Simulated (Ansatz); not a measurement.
# Ge (Fd-3m, 2 atoms in the cell): modes against uniaxial strain along [110], part 2 of 2

Aim: how do the optical modes of Ge (Fd-3m, 2 atoms in the cell) shift and split under this strain?

Ansatz 0.2.0; DFT LDA, scalar-relativistic, plane waves, PAW; PAW set soft_1.

So far, highest optical mode at the zone centre (no LO-TO term) (cm⁻¹): step 4 (zone-centre response at rest) 294.

## Step 5: A member of the series: uniaxial strain of +3 % along [110]

The cell takes a uniaxial strain of +3 % along [110]. The strained length and the angles are held, while the rest of the cell and the atoms relax.

File input.yaml:

```yaml
crystal:
  lattice:
    - [0.042410757, 2.8526541955, 2.7889906073]
    - [2.8526541955, 0.042410757, 2.7889906073]
    - [2.8950649524, 2.8950649524, 0.0]
  atoms:
    - { symbol: Ge, position: [0.5012769524, 0.5012769524, 0.498659564] }
    - { symbol: Ge, position: [0.7487230476, 0.7487230476, 0.751340436] }
  conventional_axes: [[0, 0, 1], [1, -1, 0], [1, 1, -1]]
kpoints:
  mp_grid: { grid: [12, 12, 12], shift: [0.5, 0.5, 0.5] }
hamiltonian:
  xc: lda
  pseudopotentials: { kind: paw, azcp: { folder: soft_1 }, xc_functional: pbe }
scf:
  occupations: { method: gaussian, width: 0.015 }
output:
  forces: true
  stress: true
  eigenvalues: true
relax:
  adjacent_minimum: "off"
  f_tol: 0.001
  max_steps: 60
  cell: { stress_tol: 0.01, fix: [a, angles] }
```

Command:

```
$ ansatz run input.yaml --threads 4 --pin off --max-ram 10240MiB --backend cpu --events-out ev --progress --plain --runs-dir out
```

Numbers of over 12 decimals in the logs are rounded to 6 here.

Output:

```text
[...]
Crystal: 2 atoms, lattice volume = 45.382 Å³
Basis set: ecut = 420 eV, 889 PW (Γ)
Bands: 18, of which v1, the nominal top of the filled ones, is band 14 counted from 1 (13 counted from 0)
Symmetry: 4 space group operations
[...]
k-points: 468 of 1728
[...]
--- Relaxed structure (3 steps of the walk, 3 accepted, 1 SCFs on fresh bases) ---
[...]
cell:  # Å, volume = 45.1993 Å³
    - [0.042531, 2.852534, 2.778028]
    - [2.852534, 0.042531, 2.778028]
    - [2.8950649524, 2.8950649524, -2.0400692211588242e-13]
  atoms:
    - { symbol: Ge, position: [0.501923, 0.501923, 0.498007] }
    - { symbol: Ge, position: [0.748077, 0.748077, 0.751993] }
[key lines of the parts left out:]
SCF converged after 5 iterations
Free energy (F): -8431.439745 eV
Fermi energy:    8.326772 eV
P = ⅓ Tr σ = -1.2016 GPa (-12.016 kbar)
```

Elapsed: 13 s, on 4 threads of Intel Xeon 6975P-C (Granite Rapids), shared host; peak memory 0.62 GiB; 47 s of CPU time.

The steps of the relaxation:

| step | energy less that of the first step (eV) | largest force component (eV/Å) | pressure (GPa) | volume (Å³) |
| --- | --- | --- | --- | --- |
| 1 | 0.0000 | 0.0746 | -1.45 | 45.38 |
| 2 | -0.0005 | 0.0015 | -1.20 | 45.20 |
| 3 | -0.0005 | 0.0008 | -1.20 | 45.20 |
| 4* | -0.0005 | 0.0008 | -1.20 | 45.20 |

Relaxation steps marked * repeat the geometry before them on a plane-wave basis chosen anew for their cell, so energy and pressure can jump there.

Forces are held to the 4 operations that the run works with; a distortion that breaks them can't arise in this run.

| cell as run | before | after | change |
| --- | --- | --- | --- |
| a (Å) | 3.990 | 3.982 | -0.2 % |
| b (Å) | 3.990 | 3.982 | -0.2 % |
| c (Å) | 4.094 | 4.094 | -0.0 % |
| α (°) | 59.13 | 59.06 | -0.1 % |
| β (°) | 59.13 | 59.06 | -0.1 % |
| γ (°) | 59.74 | 59.87 | +0.2 % |
| volume (Å³/atom) | 22.69 | 22.60 | -0.4 % |

Final coordinates:

```xyz
2
Lattice="0.0425 2.8525 2.7780 2.8525 0.0425 2.7780 2.8951 2.8951 0.0000" Properties=species:S:1:pos:R:3 pbc="T T T"
Ge    2.8949    2.8949    2.7887
Ge    4.3428    4.3428    4.1564
```

This step gave:

| Property | Result |
| --- | --- |
| pressure | -1.202 GPa |
| gap on the k-mesh | 0.1415 eV |
| volume per atom | 22.60 Å³ |

The largest force component left is 0.82 meV/Å.

## Step 6: Zone-centre modes of the member: uniaxial strain of +3 % along [110]

The zone-centre modes follow for uniaxial strain of +3 % along [110].

input.yaml, the sections that differ from step 5:

```yaml
crystal:
  lattice:
    - [0.0425305827, 2.8525343698, 2.7780280808]
    - [2.8525343698, 0.0425305827, 2.7780280808]
    - [2.8950649524, 2.8950649524, 0.0]
  atoms:
    - { symbol: Ge, position: [0.5019231832, 0.5019231832, 0.4980073645] }
    - { symbol: Ge, position: [0.7480768168, 0.7480768168, 0.7519926355] }
output:
  eigenvalues: true
phonons:
  method: dfpt
# kpoints, hamiltonian, scf: as in step 5
# relax: removed
```

Output:

```text
[...]
Crystal: 2 atoms, lattice volume = 45.199 Å³
Basis set: ecut = 420 eV, 889 PW (Γ), exchange–correlation on 64×64×64 points (8 copies of the dense FFT grid, shifted against one another)
Bands: 18, of which v1, the nominal top of the filled ones, is band 14 counted from 1 (13 counted from 0)
Symmetry: 4 space group operations
k-points: 864 of 1728 (irreducible under 1 space group operation, time reversal used)
[...]
SCF iter   1: F=—  HF=-8431.572680 eV  |F-HF|=—  |Δ(HF+E_count)|=         —  Δρ=3.45e-2  dr2=4.95e-1  ethr=3.10e-3  ⟨swp⟩=6.0  Hψ=72352  notcnv=0
[...]
SCF iter   9: F=-8431.439746 eV  HF=-8431.439746 eV  |F-HF|=3.64e-12  |Δ(HF+E_count)|=  5.46e-12  Δρ=8.83e-8  dr2=1.79e-12  ethr=1.00e-12  ⟨swp⟩=5.1  Hψ=67425  notcnv=0
SCF 1 converged in 9 iterations: F = -8431.439746 eV  dr2 = 1.79e-12
[...]
SCF converged after 9 iterations
Free energy (F): -8431.439746 eV
[...]
Internal energy: -8431.439746 eV  (E = F + TS)
E sigma→0 (E₀):  -8431.439746 eV
Fermi energy:    8.326773 eV
[...]
--- Band table (eV; the first three rows and the last of 864) ---
  k-point 0: bands = [... 10 lower, -4.5527, 7.3408, 8.2345, 8.2566, 8.7534, 10.7634, 10.7884, 11.0333]
  k-point 1: bands = [... 10 lower, -4.4454, 6.1508, 7.7801, 8.1690, 9.4499, 11.1052, 11.1472, 11.3120]
  k-point 2: bands = [... 10 lower, -4.1767, 4.6362, 7.3266, 7.8382, 9.4419, 11.5329, 11.6842, 12.4910]
  k-point 863: bands = [... 10 lower, -2.4028, 0.6281, 6.4078, 6.8362, 8.3981, 11.7639, 12.1173, 15.2522]
--- Phonons (Γ-DFPT): 2 representative perturbations + reference, on 864 of 1728 k-points (Σ response iterations 6) ---
  k mesh reduced under 1 symmetry operation, with k and −k counted as one. Each operation leaves every solved perturbation unchanged. A smaller set is not used because it would not reduce the number of displacements times k-points to solve
  ASR residual: 1.991e-5 → 0.000e0 eV/Å²; symmetrization residual: 1.715e-6 eV/Å²
  ASR residual per site (eV/Å²): 1.99e-5 1.99e-5
  Γ frequencies (cm⁻¹): 0.00 0.00 0.00 283.09 287.10 292.74
[...]
```

The job ended after 32 s (4 threads; peak memory 2.1 GiB; 1.8 min of CPU time).

This step gave:

| Property | Result |
| --- | --- |
| sum-rule residual before enforcement | 1.99e-5 eV/Å² |
| highest optical mode at the zone centre (no LO-TO term) | 292.7 cm⁻¹ |
| lowest optical zone-centre mode | 283.1 cm⁻¹ |

Patterns of degenerate modes are one choice out of their space. Modes at Γ:

| mode | frequency (cm⁻¹) |
| --- | --- |
| 1 | 0.0 |
| 2 | 0.0 |
| 3 | 0.0 |
| 4 | 283.1 |
| 5 | 287.1 |
| 6 | 292.7 |

The lowest optical mode is real, 283 cm⁻¹, and the highest lies at 292.7 cm⁻¹.

## Step 7: A member of the series: uniaxial strain of -3 % along [110]

The cell takes a uniaxial strain of -3 % along [110]. The strained length and the angles are held, while the rest of the cell and the atoms relax.

input.yaml, the sections that differ from step 6:

```yaml
crystal:
  lattice:
    - [-0.0428395043, 2.7692598963, 2.8318382607]
    - [2.7692598963, -0.0428395043, 2.8318382607]
    - [2.7264203921, 2.7264203921, 0.0]
  atoms:
    - { symbol: Ge, position: [0.4986201739, 0.4986201739, 0.5013371245] }
    - { symbol: Ge, position: [0.7513798261, 0.7513798261, 0.7486628755] }
  conventional_axes: [[0, 0, 1], [1, -1, 0], [1, 1, -1]]
output:
  forces: true
  stress: true
  eigenvalues: true
relax:
  adjacent_minimum: "off"
  f_tol: 0.001
  max_steps: 60
  cell: { stress_tol: 0.01, fix: [a, angles] }
# kpoints, hamiltonian, scf: as in step 6
# phonons: removed
```

Output:

```text
[...]
Crystal: 2 atoms, lattice volume = 43.423 Å³
Basis set: ecut = 420 eV, 873 PW (Γ)
Bands: 18, of which v1, the nominal top of the filled ones, is band 14 counted from 1 (13 counted from 0)
Symmetry: 4 space group operations
[...]
k-points: 468 of 1728
[...]
k-point 467: bands = [... 10 lower, -2.0426, 0.9743, 6.4031, 7.0535, 9.4984, 12.2891, 12.6539, 16.0253]
--- Relaxed structure (3 steps of the walk, 3 accepted, 1 SCFs on fresh bases) ---
[...]
cell:  # Å, volume = 43.5945 Å³
    - [-0.043281, 2.769701, 2.842117]
    - [2.769701, -0.043281, 2.842117]
    - [2.726420, 2.726420, -1.747309531718909e-13]
  atoms:
    - { symbol: Ge, position: [0.497920, 0.497920, 0.502041] }
    - { symbol: Ge, position: [0.752080, 0.752080, 0.747959] }
[key lines of the parts left out:]
SCF converged after 5 iterations
Free energy (F): -8431.437766 eV
Fermi energy:    8.719946 eV
P = ⅓ Tr σ = 1.4180 GPa (14.180 kbar)
```

Elapsed: 11 s, on 4 threads; peak memory 0.62 GiB.

Relaxation path:

| step | energy less that of the first step (eV) | largest force component (eV/Å) | pressure (GPa) | volume (Å³) |
| --- | --- | --- | --- | --- |
| 1 | 0.0000 | 0.0984 | 1.75 | 43.42 |
| 2 | -0.0006 | 0.0115 | 1.45 | 43.58 |
| 3 | -0.0006 | 0.0008 | 1.42 | 43.59 |
| 4* | -0.0006 | 0.0008 | 1.42 | 43.59 |

Relaxation steps marked * repeat the geometry before them on a plane-wave basis chosen anew for their cell, so energy and pressure can jump there.

Forces are held to the 4 operations that the run works with; a distortion that breaks them can't arise in this run.

| conventional cell, symmetrised | before | after | change |
| --- | --- | --- | --- |
| a (Å) | 3.856 | 3.856 | +0.0 % |
| b (Å) | 3.977 | 3.978 | +0.0 % |
| c (Å) | 5.664 | 5.684 | +0.4 % |
| volume (Å³/atom) | 21.71 | 21.80 | +0.4 % |

The relaxed structure:

```xyz
2
Lattice="-0.0433 2.7697 2.8421 2.7697 -0.0433 2.8421 2.7264 2.7264 0.0000" Properties=species:S:1:pos:R:3 pbc="T T T"
Ge    2.7263    2.7263    2.8303
Ge    4.0897    4.0897    4.2750
```

Numbers from this step:

```yaml
pressure: 1.418 GPa
volume_per_atom: 21.80 Å³
gap_on_the_k_mesh: 0.06077 eV
```

The largest force component left is 0.84 meV/Å.

## Step 8: Zone-centre modes of the member: uniaxial strain of -3 % along [110]

The zone-centre modes follow for uniaxial strain of -3 % along [110].

input.yaml, the sections that differ from step 7:

```yaml
crystal:
  lattice:
    - [-0.0432806706, 2.7697010626, 2.8421170952]
    - [2.7697010626, -0.0432806706, 2.8421170952]
    - [2.7264203921, 2.7264203921, 0.0]
  atoms:
    - { symbol: Ge, position: [0.497920412, 0.497920412, 0.5020408324] }
    - { symbol: Ge, position: [0.752079588, 0.752079588, 0.7479591676] }
output:
  eigenvalues: true
phonons:
  method: dfpt
# kpoints, hamiltonian, scf: as in step 7
# relax: removed
```

Output:

```text
[...]
Crystal: 2 atoms, lattice volume = 43.594 Å³
Basis set: ecut = 420 eV, 873 PW (Γ), exchange–correlation on 64×64×64 points (8 copies of the dense FFT grid, shifted against one another)
Bands: 18, of which v1, the nominal top of the filled ones, is band 14 counted from 1 (13 counted from 0)
Symmetry: 4 space group operations
k-points: 864 of 1728 (irreducible under 1 space group operation, time reversal used)
[...]
k-point 1: bands = [... 10 lower, -4.2211, 6.9709, 8.1313, 8.5476, 9.8195, 11.2835, 11.4863, 12.4604]
  k-point 2: bands = [... 10 lower, -3.9219, 5.3216, 7.6935, 8.2291, 9.6949, 11.7512, 12.0277, 13.5528]
  k-point 863: bands = [... 10 lower, -2.2525, 0.9127, 7.0584, 7.3596, 9.2987, 12.5141, 12.6639, 15.9791]
[...]
ASR residual: 1.004e-5 → 0.000e0 eV/Å²; symmetrization residual: 3.172e-6 eV/Å²
  ASR residual per site (eV/Å²): 1.00e-5 1.00e-5
  Γ frequencies (cm⁻¹): 0.00 0.00 0.00 294.85 300.42 302.16
[...]
[key lines of the parts left out:]
SCF converged after 9 iterations
Free energy (F): -8431.437767 eV
Fermi energy:    8.719947 eV
```

Run time: 31 s. Hardware: 4 threads; peak memory 2.1 GiB.

This step gave:

```yaml
sum_rule_residual_before_enforcement: 1.00e-5 eV/Å²
highest_optical_mode_at_the_zone_centre_no_lo_to_term: 302.2 cm⁻¹
lowest_optical_zone_centre_mode: 294.9 cm⁻¹
```

Patterns of degenerate modes are one choice out of their space. Modes at Γ:

| mode | frequency (cm⁻¹) |
| --- | --- |
| 1 | 0.0 |
| 2 | 0.0 |
| 3 | 0.0 |
| 4 | 294.9 |
| 5 | 300.4 |
| 6 | 302.2 |

The lowest optical mode is real, 295 cm⁻¹, and the highest lies at 302.2 cm⁻¹.

For the highest optical mode at the zone centre (no LO-TO term), step 4 gave 294 cm⁻¹; this run, with strain -3 %, gives 302 cm⁻¹ (+3 %).

## Step 9: All members side by side

The members are set side by side, also those not shown above.

Stress is positive in compression; energies are extrapolated to zero smearing, and E0 is that at rest; members with a gap under 0.05 eV are left out; the edges not held and the atoms are relaxed in each cell; all runs use 12×12×12 k points and Gaussian smearing of 0.015 eV. State of the crystal along the series:

| strain (%) | stress along the axis (GPa) | free strain along [-110] (%) | free strain along [001] (%) | E - E0 (meV/atom) |
| --- | --- | --- | --- | --- |
| -3 | 4.258 | 0.07966 | 1.116 | 8.667 |
| -2 | 2.759 | 0.04827 | 0.7505 | 3.764 |
| -1 | 1.338 | 0.02155 | 0.3807 | 0.9162 |
| 0 | -0.00631 | 0 | 0 | 0 |
| 1 | -1.279 | -0.004335 | -0.3897 | 0.8982 |
| 2 | -2.478 | -0.01776 | -0.7739 | 3.494 |
| 3 | -3.607 | -0.02629 | -1.164 | 7.677 |

Optical modes are counted from below at rest and tracked from member to member by their patterns, and modes that stay within 0.3 cm⁻¹ of each other stand once; labels, where given, are those at rest; members with a gap under 0.05 eV are left out; the edges not held and the atoms are relaxed in each cell; all runs use 12×12×12 k points and Gaussian smearing of 0.015 eV. Optical modes along the series:

| strain (%) | optical mode 1, moving along [110] (cm⁻¹) | optical mode 2, moving along [001] (cm⁻¹) | optical mode 3, moving along [-110] (cm⁻¹) |
| --- | --- | --- | --- |
| -3 | 302.2 | 300.4 | 294.9 |
| -2 | 299.7 | 298.3 | 294.5 |
| -1 | 297 | 296.1 | 294.2 |
| 0 | 293.9 | 293.9 | 293.9 |
| 1 | 290.5 | 291.6 | 293.5 |
| 2 | 286.9 | 289.4 | 293.2 |
| 3 | 283.1 | 287.1 | 292.7 |

Value and slope at zero strain of a cubic (a lower polynomial where under five rows exist) through the rows within 2 % of rest. Slopes at rest:

| mode | frequency (cm⁻¹) | shift per percent of strain (cm⁻¹) | shift per GPa of compressive stress (cm⁻¹) |
| --- | --- | --- | --- |
| optical mode 1, moving along [110] | 293.9 | -3.22 | 2.46 |
| optical mode 2, moving along [001] | 293.9 | -2.23 | 1.71 |
| optical mode 3, moving along [-110] | 293.9 | -0.31 | 0.24 |

## Step 10: What came out

```yaml
members: 7
highest_optical_mode_at_the_zone_centre_no_lo_to_term_at_rest: 293.9 cm⁻¹
young_s_modulus_along_110: 131 GPa
optical_mode_1_moving_along_110_shift_per_percent: -3.22 cm⁻¹
optical_mode_2_moving_along_001_shift_per_percent: -2.23 cm⁻¹
optical_mode_3_moving_along_minus_110_shift_per_percent: -0.31 cm⁻¹
```

The stress changes by 1.31 GPa for each percent, a Young’s modulus of 131 GPa along [110]. For each percent the free edges respond with -0.01 % along [-110] and -0.39 % along [001]. The strain lowers the symmetry: the level at 293.9 cm⁻¹ splits, into 302.2, 300.4 and 294.9 cm⁻¹ at -3 %. The fastest shift in the table of slopes is -3.2 cm⁻¹ for each percent (optical mode 1, moving along [110]), or 2.5 cm⁻¹ for each GPa of compressive stress. For small strain, the measured shift of a line that Raman or infrared light can see, divided by its slope, estimates the stress, if the state of stress is of this kind. At strain (%) -4 and 4 the gap on the mesh is under 0.05 eV, where mesh and smearing no longer suit, so these members are left out. These are harmonic frequencies at zero temperature: anharmonic shifts, linewidths and thermal expansion are left out. The PAW files were made for PBE; the program adapts parts of them to the functional of the run, but their partial waves stay those of PBE, an approximation that was not tested in this session. Only the zone centre was solved, so an instability at another wavevector cannot show here. The k mesh is shifted off Γ, so the gap on the mesh misses a band edge that lies there. The shift also lowers the symmetry that the program can use, which splits degenerate modes slightly; labels are left out.

[Logs are printed without paths, hosts, clocks, repeated set-up lines and the standing remarks that a program may print on its own settings, such as how far it seeks lower states.]

[Hosts, paths, dates, database ids (printed as entryN), source tags and the programs' standing remarks are cut or masked in the printed files.]
